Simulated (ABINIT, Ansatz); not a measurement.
**A GW run on CdF2 (Fm-3m) in ABINIT, with inputs changed**

What do changed inputs do to GW on CdF2 (Fm-3m)?

Main program and level: ABINIT 10.8.3; PBE and many-body steps on it, plane waves.

## Step 1: Set-up

The structure is cubic, space group Fm-3m (No. 225). The conventional cell has a = 5.388 Å, b = 5.388 Å, c = 5.388 Å, α = 90.00°, β = 90.00°, γ = 90.00°. Nearest to Cd lie 8 F at 2.33 Å. Nearest to F lie 4 Cd at 2.33 Å. Farther neighbours and most contacts between anions are not listed.

The cell and positions come from the Crystallography Open Database and are kept as given unless a step says otherwise.

## Step 2: Screening, 6×6×6 mesh, 119 bands, screening to 176.9 eV

This step: ABINIT 10.8.3; RPA screening on PBE, plane waves, norm-conserving pseudopotentials.

The RPA dielectric matrix is built and inverted for each q.

File run.abi:

```
acell 3*1.0 Angstrom
rprim 
  0.000000000000 2.694000000000 2.694000000000
  2.694000000000 -0.000000000000 2.694000000000
  2.694000000000 2.694000000000 -0.000000000000
ntypat 2
znucl 48 9
natom 3
typat 1 2 2
xred 
  0.000000000000 0.000000000000 0.000000000000
  0.250000000000 0.250000000000 0.250000000000
  0.750000000000 0.750000000000 0.750000000000
pp_dirpath "pseudos"
pseudos "Cd.upf, F.upf"
ecut 47
ngkpt 6 6 6
nshiftk 1
shiftk 0 0 0
kptopt 1
chksymbreak 0
istwfk *1
occopt 1
irdwfk 1
optdriver 3
nband 119
ecuteps 6.5
inclvkb 2
awtr 1
symchi 1
indata_prefix "in"
outdata_prefix "out"
tmpdata_prefix "tmp"
```

Run with:

```
OMP_NUM_THREADS=1 mpirun -n 8 abinit run.abi > log
```

The log of the run:

```text
.Version 10.8.3 of ABINIT. v10.8.2 released Aug 2026.

 Symmetries : space group Fm -3 m (#225); Bravais cF (face-center cubic)
[... echo of the input left out ...]
== DATASET  1 ==================================================================
-   mpi_nproc: 8, omp_nthreads: 1 (-1 if OMP is not activated)

--- !DatasetInfo
iteration_state: {dtset: 1, }
dimensions: {natom: 3, nkpt: 16, mband: 119, nsppol: 1, nspinor: 1, nspden: 1, mpw: 4092, }
cutoff_energies: {ecut:  47.0, pawecutdg:  -1.0, }
electrons: {nelect:   3.40000000E+01, charge:   0.00000000E+00, occopt:   1.00000000E+00, tsmear:   1.00000000E-02, }

 SCREENING: Calculation of the susceptibility and dielectric matrices

 Based on a program developped by R.W. Godby, V. Olevano, G. Onida, and L. Reining.
 Incorporated in ABINIT by V. Olevano, G.-M. Rignanese, and M. Torrent.
.Using double precision arithmetic ; gwpc =  8

[... cell and pseudopotentials left out ...]
--------------------------------------------------------------------------------

 ==== K-mesh for the wavefunctions ====
 Number of points in the irreducible wedge :    16
[... list of points left out ...]
 Together with 48 symmetry operations and time-reversal symmetry
 yields   216 points in the full Brillouin Zone.

 ==== Q-mesh for the screening function ====
 Number of points in the irreducible wedge :    16
[... list of points left out ...]
 Together with 48 symmetry operations and time-reversal symmetry
 yields   216 points in the full Brillouin Zone.

 setmesh: FFT mesh size selected  =    32x   32x   32
          total number of points  =        32768

 vcoul_init : cutoff-mode = AUXILIARY_FUNCTION
 q-points for optical limit:   1
     1)      0.000010    0.000020    0.000030

- screening: taking advantage of time-reversal symmetry
- Maximum band index for partially occupied states nbvw = 17
- Remaining bands to be divided among processors   nbcw = 102
- Number of bands treated by each node ~12

 Number of electrons calculated from density =   34.0000; Expected =   34.0000
 average of density, n =  0.128843
 r_s =    1.2282
 omega_plasma =   34.6246 [eV]

 calculating chi0 at frequencies [eV] :
  1    0.000000E+00    0.000000E+00
  2    0.000000E+00    3.462465E+01

--------------------------------------------------------------------------------
  q-point number  1        q = ( 0.000000, 0.000000, 0.000000) [r.l.u.]
--------------------------------------------------------------------------------
[... chi0 elements left out ...]
 For q-point:  0.000010 0.000020 0.000030
  dielectric constant =   2.7379
  dielectric constant without local fields =   2.9011

  Average fulfillment of the sum rule on Im[epsilon] for q-point    1 :     64.45  [%]
[... wings left out ...]
  q-point number  2        q = ( 0.166667, 0.000000, 0.000000) [r.l.u.]
--------------------------------------------------------------------------------
[... chi0 elements left out ...]
  Average fulfillment of the sum rule on Im[epsilon] for q-point    2 :     80.70  [%]

 [... 14 further q-points ...]
```

Elapsed: 2 min, on 8 MPI ranks of Arm Neoverse V2, shared host; peak memory 3.2 GiB.

This step gave:

```
ε∞ with local fields, on this mesh, along the program's q direction : 2.738
the same without local fields                                       : 2.901
plasma frequency                                                    : 34.62 eV
plane waves in the screening matrix                                 : 181
```

Local fields lower ε∞ by 6 %.

## Step 3: Base

The self-energy is evaluated for the states that the input lists, and the levels follow from it, in one-shot runs by the linearised quasiparticle equation.

This step: G0W0 on PBE, plane waves, norm-conserving pseudopotentials.

Edit run.abi of step 2 so:

```diff
@@ -24,8 +24,17 @@
 irdwfk 1
-optdriver 3
+optdriver 4
 nband 119
+gwcalctyp 0
+ecutsigx 47
+symsigma 1
+nkptgw 2
+kptgw 
+  -0.3333333333 0.5000000000 0.1666666667
+  0.0000000000 0.0000000000 0.0000000000
+bdgw 
+  16 19
+  15 21
 ecuteps 6.5
-inclvkb 2
-awtr 1
-symchi 1
+irdscr 1
+ppmodel 1
 indata_prefix "in"
```

The log of the run:

```text
.Version 10.8.3 of ABINIT. v10.8.2 released Aug 2026.

 Symmetries : space group Fm -3 m (#225); Bravais cF (face-center cubic)
[... echo of the input left out ...]
== DATASET  1 ==================================================================
-   mpi_nproc: 8, omp_nthreads: 1 (-1 if OMP is not activated)

--- !DatasetInfo
iteration_state: {dtset: 1, }
dimensions: {natom: 3, nkpt: 16, mband: 119, nsppol: 1, nspinor: 1, nspden: 1, mpw: 4092, }
cutoff_energies: {ecut:  47.0, pawecutdg:  -1.0, }
electrons: {nelect:   3.40000000E+01, charge:   0.00000000E+00, occopt:   1.00000000E+00, tsmear:   1.00000000E-02, }

 SIGMA: Calculation of the GW corrections

 Based on a program developped by R.W. Godby, V. Olevano, G. Onida, and L. Reining.
 Incorporated in ABINIT by V. Olevano, G.-M. Rignanese, and M. Torrent.
.Using double precision arithmetic ; gwpc =  8

[... cell and pseudopotentials left out ...]
--------------------------------------------------------------------------------

 ==== K-mesh for the wavefunctions ====
 Number of points in the irreducible wedge :    16
[... list of points left out ...]
 Together with 48 symmetry operations and time-reversal symmetry
 yields   216 points in the full Brillouin Zone.

 ==== Q-mesh for screening function ====
 Number of points in the irreducible wedge :    16
[... list of points left out ...]
 Together with 48 symmetry operations and time-reversal symmetry
 yields   216 points in the full Brillouin Zone.

 vcoul_init : cutoff-mode = AUXILIARY_FUNCTION
 q-points for optical limit:   1
     1)      0.000010    0.000020    0.000030
 setmesh: FFT mesh size selected  =    45x   45x   45
          total number of points  =        91125

 Number of electrons calculated from density =   34.0000; Expected =   34.0000
 average of density, n =  0.128843
 r_s =    1.2282
 omega_plasma =   34.6246 [eV]

 === KS Band Gaps ===
  >>>> For spin  1
   Minimum direct gap =   3.6194 [eV], located at k-point      :   0.0000  0.0000  0.0000
   Fundamental gap    =   3.1435 [eV], Top of valence bands at :  -0.3333  0.5000  0.1667
                                       Bottom of conduction at :   0.0000  0.0000  0.0000
 SIGMA fundamental parameters:
 PLASMON POLE MODEL  1
 number of plane-waves for SigmaX                 4015
 number of plane-waves for SigmaC and W            181
 number of plane-waves for wavefunctions          4015
 number of bands                                   119
 number of independent spin polarizations            1
 number of spinorial components                      1
 number of k-points in IBZ                          16
 number of q-points in IBZ                          16
 number of symmetry operations                      48
 number of k-points in BZ                          216
 number of q-points in BZ                          216
 number of frequencies for dSigma/dE                 9
 frequency step for dSigma/dE [eV]                0.25
 number of omega for Sigma on real axis              0
 max omega for Sigma on real axis  [eV]           0.00
 zcut for avoiding poles [eV]                     0.10

 EPSILON^-1 parameters (SCR file):
 dimension of the eps^-1 matrix on file            181
 dimension of the eps^-1 matrix used               181
 number of plane-waves for wavefunctions          4015
 number of bands                                   119
 number of q-points in IBZ                          16
 number of frequencies                               2
 number of real frequencies                          1
 number of imag frequencies                          1

 matrix elements of self-energy operator (all in [eV])

 Perturbative Calculation

--- !SelfEnergy_ee
iteration_state: {dtset: 1, }
kpoint     : [  -0.333,    0.500,    0.167, ]
spin       : 1
KS_gap     :    8.104
QP_gap     :   11.365
Delta_QP_KS:    3.261
data: !SigmaeeData |
     Band     E0 <VxcDFT>   SigX SigC(E0)      Z dSigC/dE  Sig(E)    E-E0       E
       16   2.556 -23.170 -30.675   5.736   0.793  -0.261 -24.573  -1.403   1.154
       17   3.116 -24.363 -31.626   5.549   0.803  -0.245 -25.739  -1.376   1.739
       18  11.220 -16.654 -10.660  -3.790   0.855  -0.170 -14.770   1.884  13.104
       19  13.841 -12.430  -7.075  -3.990   0.866  -0.155 -11.248   1.182  15.023

--- !SelfEnergy_ee
iteration_state: {dtset: 1, }
kpoint     : [   0.000,    0.000,    0.000, ]
spin       : 1
KS_gap     :    3.619
QP_gap     :    6.079
Delta_QP_KS:    2.459
data: !SigmaeeData |
     Band     E0 <VxcDFT>   SigX SigC(E0)      Z dSigC/dE  Sig(E)    E-E0       E
       15   2.640 -24.993 -32.399   5.400   0.816  -0.226 -26.630  -1.637   1.003
       16   2.640 -24.993 -32.399   5.400   0.816  -0.226 -26.630  -1.637   1.003
       17   2.640 -24.993 -32.399   5.400   0.816  -0.226 -26.630  -1.637   1.003
       18   6.259 -12.403  -8.016  -3.447   0.875  -0.143 -11.581   0.823   7.082
       19  15.876 -10.203  -4.681  -4.287   0.877  -0.140  -9.120   1.083  16.958
       20  15.876 -10.203  -4.681  -4.287   0.877  -0.140  -9.120   1.083  16.958
       21  15.876 -10.203  -4.681  -4.287   0.877  -0.140  -9.120   1.083  16.958

== END DATASET(S) ==============================================================
================================================================================

 -outvars: echo values of variables after computation  --------
           etotal      0.0000000000E+00
            nband         119
             nkpt          16
          spgroup         225
 [... the other variables as echoed above ...]

 Calculation completed.
```

Run time: 13 s. Hardware: 8 MPI ranks; peak memory 2.5 GiB; 99 s of CPU time.

This step gave:

| Quantity | Value |
| --- | --- |
| G0W0 gap on the points computed | 5.343 eV |
| starting gap on the mesh | 3.143 eV |
| k of the valence top | -0.3333, 0.5, 0.1667 |
| k of the conduction bottom | 0, 0, 0 |
| Z at the valence top | 0.803 |
| Z at the conduction bottom | 0.875 |
| least direct G0W0 gap on the computed points | 6.079 eV |

The gap on the mesh goes from 3.14 eV to 5.34 eV, a correction of +2.20 eV.

## Step 4: Exchange cutoff of one hartree

Edit run.abi of step 3 so:

```diff
@@ -27,3 +27,3 @@
 gwcalctyp 0
-ecutsigx 47
+ecutsigx 1
 symsigma 1
```

The log of the run:

```text
.Version 10.8.3 of ABINIT. v10.8.2 released Aug 2026.

 Symmetries : space group Fm -3 m (#225); Bravais cF (face-center cubic)
[... echo of the input left out ...]
== DATASET  1 ==================================================================
-   mpi_nproc: 8, omp_nthreads: 1 (-1 if OMP is not activated)

--- !DatasetInfo
iteration_state: {dtset: 1, }
dimensions: {natom: 3, nkpt: 16, mband: 119, nsppol: 1, nspinor: 1, nspden: 1, mpw: 4092, }
cutoff_energies: {ecut:  47.0, pawecutdg:  -1.0, }
electrons: {nelect:   3.40000000E+01, charge:   0.00000000E+00, occopt:   1.00000000E+00, tsmear:   1.00000000E-02, }

 SIGMA: Calculation of the GW corrections

 Based on a program developped by R.W. Godby, V. Olevano, G. Onida, and L. Reining.
 Incorporated in ABINIT by V. Olevano, G.-M. Rignanese, and M. Torrent.
.Using double precision arithmetic ; gwpc =  8

[... cell and pseudopotentials left out ...]
--------------------------------------------------------------------------------

 ==== K-mesh for the wavefunctions ====
 Number of points in the irreducible wedge :    16
[... list of points left out ...]
 Together with 48 symmetry operations and time-reversal symmetry
 yields   216 points in the full Brillouin Zone.

 ==== Q-mesh for screening function ====
 Number of points in the irreducible wedge :    16
[... list of points left out ...]
 Together with 48 symmetry operations and time-reversal symmetry
 yields   216 points in the full Brillouin Zone.

 vcoul_init : cutoff-mode = AUXILIARY_FUNCTION
 q-points for optical limit:   1
     1)      0.000010    0.000020    0.000030
 setmesh: FFT mesh size selected  =    25x   25x   25
          total number of points  =        15625

 Number of electrons calculated from density =   34.0000; Expected =   34.0000
[...]
number of omega for Sigma on real axis              0
 max omega for Sigma on real axis  [eV]           0.00
 zcut for avoiding poles [eV]                     0.10

 EPSILON^-1 parameters (SCR file):
 dimension of the eps^-1 matrix on file            181
 dimension of the eps^-1 matrix used                15
 number of plane-waves for wavefunctions          4015
 number of bands                                   119
 number of q-points in IBZ                          16
 number of frequencies                               2
 number of real frequencies                          1
 number of imag frequencies                          1

 matrix elements of self-energy operator (all in [eV])

 Perturbative Calculation

--- !SelfEnergy_ee
iteration_state: {dtset: 1, }
kpoint     : [  -0.333,    0.500,    0.167, ]
spin       : 1
KS_gap     :    8.104
QP_gap     :    7.839
Delta_QP_KS:   -0.265
data: !SigmaeeData |
     Band     E0 <VxcDFT>   SigX SigC(E0)      Z dSigC/dE  Sig(E)    E-E0       E
       16   2.556 -23.170 -19.233   4.158   0.854  -0.171 -16.255   6.915   9.471
       17   3.116 -24.363 -19.086   4.011   0.861  -0.162 -16.370   7.993  11.108
       18  11.220 -16.654  -4.193  -3.661   0.878  -0.139  -8.927   7.727  18.947
[...]
--- !SelfEnergy_ee
iteration_state: {dtset: 1, }
kpoint     : [   0.000,    0.000,    0.000, ]
spin       : 1
KS_gap     :    3.619
QP_gap     :   -0.171
Delta_QP_KS:   -3.790
data: !SigmaeeData |
     Band     E0 <VxcDFT>   SigX SigC(E0)      Z dSigC/dE  Sig(E)    E-E0       E
[...]
20  15.876 -10.203  -2.439  -3.990   0.885  -0.130  -6.863   3.339  19.215
       21  15.876 -10.203  -2.439  -3.990   0.885  -0.130  -6.863   3.339  19.215

== END DATASET(S) ==============================================================
================================================================================

 -outvars: echo values of variables after computation  --------
           etotal      0.0000000000E+00
            nband         119
             nkpt          16
          spgroup         225
 [... the other variables as echoed above ...]

 Calculation completed.
```

The job ended after 3 s (8 MPI ranks; peak memory 0.64 GiB).

The run ended normally, though the input holds a fault or crude settings.

The fault put into this input: exchange cutoff of one hartree. It printed a gap of -0.17 eV, an artefact of the input.

## Step 5: Side by side

Times are wall times on 8 MPI ranks of Arm Neoverse V2, shared host, good to a factor of about two. A run's time includes the screening step that it read.

```csv
run,mesh,bands,screening cutoff (eV),DFT gap (eV),gap on the mesh (eV),direct (eV),ε∞ used,time
base,6×6×6,119,176.9,3.143,5.343,6.079,2.74,2.2 min
```

## Step 6: Outcome

```
base         : 5.343 eV
known limits : not at the basis limit; d shell near the gap, gap tends to lie low; no spin-orbit coupling
```

In words: Bands and cutoff are finite, so the gap is not at the basis limit. The miss can reach some tenths of an eV and take either sign; the mesh is an error of its own. In the G0W0 run levels were corrected at 2 k points alone, so a gap called «on the mesh» is the least over those, and an edge elsewhere would be missed. A d shell, filled or nearly so, lies near the gap. One-shot GW converges very slowly in bands there, not always from below, and on a semilocal start the gap tends to come out low; starts rich in exact exchange can overshoot instead. The many-body steps are scalar-relativistic: spin-orbit coupling is not in them.

[Paths, hosts, dates, memory and timing lines, banners, echoed tables and standing remarks are left out of the program output.]

[Logs are printed without paths, hosts, clocks, repeated set-up lines and the standing remarks that a program may print on its own settings, such as how far it seeks lower states.]

[Runs of the session that timed out or met a known fault of the program may be left out.]

[Hosts, paths, dates, database ids (printed as entryN), source tags and the programs' standing remarks are cut or masked in the printed files.]

[G0W0 gaps are taken among the corrected bands and points alone; a level outside them can change the order at an edge.]

[Where Ansatz stands beside ABINIT at settings called matched, ABINIT's density can come from a denser mesh and the files from another edition; pairs whose starting gaps differed by over 0.03 eV were left out, so agreement reads better than it is.]
